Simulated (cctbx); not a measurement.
## X-rays or neutrons for the lightest atoms?

Cell a = 3.7590 Å, b = 3.7590 Å, c = 15.6320 Å, α = 90.00°, β = 90.00°, γ = 90.00°; space group P4/mmm (no. 123); content Pb2 Er1 Cu3 Ca2 O8. The heavier atoms are placed; O is still missing.

The data are simulated with cctbx, not measured: Cu Kα, λ = 1.54184 Å, to d = 0.8 Å, 80 % of the full sphere, strongest reflection 40000 counts, noise from counting, a 2 % proportional error and a noise floor of 8 counts (s.d.); no absorption.

Refinement without O (map in e/Å³):

```text
Rint 0.020, 189 unique reflections to 0.80 A
cycle     R1     wR2    GooF  max shift (A)
   1  0.1381  0.3306  25.507   0.03073
   2  0.0924  0.2080  16.045   0.00000
final R1 0.0924 wR2 0.2080 GooF 16.045  parameters 8  data/parameter 23.6
atom        x        y        z      Ueq    occ   su(xyz)  su(Uiso or U11)
Pb1    0.50000  0.50000  0.61474   0.0063  1.000  0.00014  0.0009
Er1    0.00000  0.00000  0.00000   0.0062  1.000  0.00000  0.0012
Cu1    0.50000  0.50000  0.10280   0.0136  1.000  0.00060  0.0022
Cu2    0.00000  0.00000  0.50000   0.0104  1.000  0.00000  0.0027
Ca1    0.00000  0.00000  0.22163   0.0088  1.000  0.00075  0.0023
difference map: max 17.54 min -1.55 rms 1.40
Q1    0.5000  0.5000  0.2541    2   17.86  2.05 A from Pb1
Q2    0.0000  0.0000  0.3855    2   17.05  1.79 A from Cu2
Q3    0.0000  0.5000  0.0907    4   16.81  1.89 A from Cu1
Q4    0.5000  0.5000  0.3857    2    9.29  0.01 A from Pb1
Q5    0.0000  0.0000  0.0201    2    4.79  0.31 A from Er1
Q6    0.0000  0.0000  0.5000    1    2.38  0.00 A from Cu2
Q7    0.5000  0.5000  0.1025    2    1.39  0.00 A from Cu1
Q8    0.0000  0.0000  0.2490    2    1.07  0.43 A from Ca1
```

The data are simulated with cctbx, not measured: neutrons of λ = 0.84 Å, to d = 0.8 Å, 80 % of the full sphere, strongest reflection 5000 counts, noise from counting, a 2 % proportional error and a noise floor of 8 counts (s.d.); no absorption.

Refinement without O (map in fm/Å³; only maxima are listed):

```text
Rint 0.049, 189 unique reflections to 0.80 A
cycle     R1     wR2    GooF  max shift (A)
   1  0.5481  0.7836  25.708   0.03885
   3  0.5048  0.7469  24.503   0.00029
final R1 0.5046 wR2 0.7469 GooF 24.503  parameters 8  data/parameter 23.6
atom        x        y        z      Ueq    occ   su(xyz)  su(Uiso or U11)
Pb1    0.50000  0.50000  0.61432   0.0016  1.000  0.00169  0.0067
Er1    0.00000  0.00000  0.00000   0.0083  1.000  0.00000  0.0106
Cu1    0.50000  0.50000  0.10214   0.0001  1.000  0.00191  0.0072
Cu2    0.00000  0.00000  0.50000   0.0298  1.000  0.00000  0.0173
Ca1    0.00000  0.00000  0.22125   0.0001  1.000  0.00283  0.0107
difference map: max 28.75 min -15.56 rms 2.96
Q1    0.0000  0.0000  0.3781    2   29.02  1.91 A from Cu2
Q2    0.5000  0.5000  0.0994    2   27.41  0.04 A from Cu1
Q3    0.0000  0.5000  0.0864    4   24.12  1.90 A from Cu1
Q4    0.5000  0.5000  0.0000    1   23.74  1.60 A from Cu1
Q5    0.0000  0.0000  0.0215    2   22.05  0.34 A from Er1
Q6    0.5000  0.5000  0.2511    2   20.27  2.10 A from Pb1
Q7    0.5000  0.5000  0.3846    2   19.32  0.02 A from Pb1
Q8    0.0000  0.5000  0.5000    2   16.68  1.88 A from Cu2
```

**Question.** Where is O, and which data fix it better?

O sits at (0, 0, 0.6139), (1/2, 1/2, 0.2543) and (1/2, 0, 0.9089). Adding it takes R1 from 0.092 to 0.007 with X-rays and from 0.505 to 0.023 with neutrons. Its largest coordinate s.u. is 0.00026 with X-rays and 0.00014 with neutrons, so neutrons fix it better in these data. In the X-ray map Q1, Q2 and Q3 mark it. In the neutron map Q1, Q3 and Q6 mark it.

Final neutron refinement:

```text
Rint 0.049, 189 unique reflections to 0.80 A
cycle     R1     wR2    GooF  max shift (A)
   1  0.1035  0.1988   6.632   0.03391
   2  0.0229  0.0363   1.211   0.00001
final R1 0.0229 wR2 0.0363 GooF 1.211  parameters 14  data/parameter 13.5
atom        x        y        z      Ueq    occ   su(xyz)  su(Uiso or U11)
Pb1    0.50000  0.50000  0.61473   0.0084  1.000  0.00007  0.0002
Er1    0.00000  0.00000  0.00000   0.0092  1.000  0.00000  0.0003
Cu1    0.50000  0.50000  0.10262   0.0167  1.000  0.00008  0.0003
Cu2    0.00000  0.00000  0.50000   0.0126  1.000  0.00000  0.0004
Ca1    0.00000  0.00000  0.22190   0.0122  1.000  0.00013  0.0004
O1     0.00000  0.00000  0.61395   0.0212  1.000  0.00014  0.0004
O2     0.50000  0.50000  0.25443   0.0154  1.000  0.00012  0.0003
O3     0.50000  0.00000  0.90881   0.0189  1.000  0.00008  0.0003
difference map: max 1.05 min -0.90 rms 0.14
Q1    0.5000  0.5000  0.0000    1    1.05  1.60 A from Cu1
Q2    0.4040  0.4040  0.5000    4    0.61  1.86 A from Pb1
Q3    0.5000  0.5000  0.1749    2    0.61  1.13 A from Cu1
Q4    0.4119  0.4119  0.2551    8    0.42  0.47 A from O2
Q5    0.2531  0.5000  0.0000    4    0.38  1.71 A from O3
Q6    0.0974  0.0974  0.1413    8    0.37  1.36 A from Ca1
```

The model was made for the exercise: a known structure type with other elements put in, its volume estimated, not relaxed; displacement parameters are assumed.

[Middle refinement cycles are left out of these outputs.]

[Logs are printed without paths, hosts, clocks, repeated set-up lines and the standing remarks that a program may print on its own settings, such as how far it seeks lower states.]
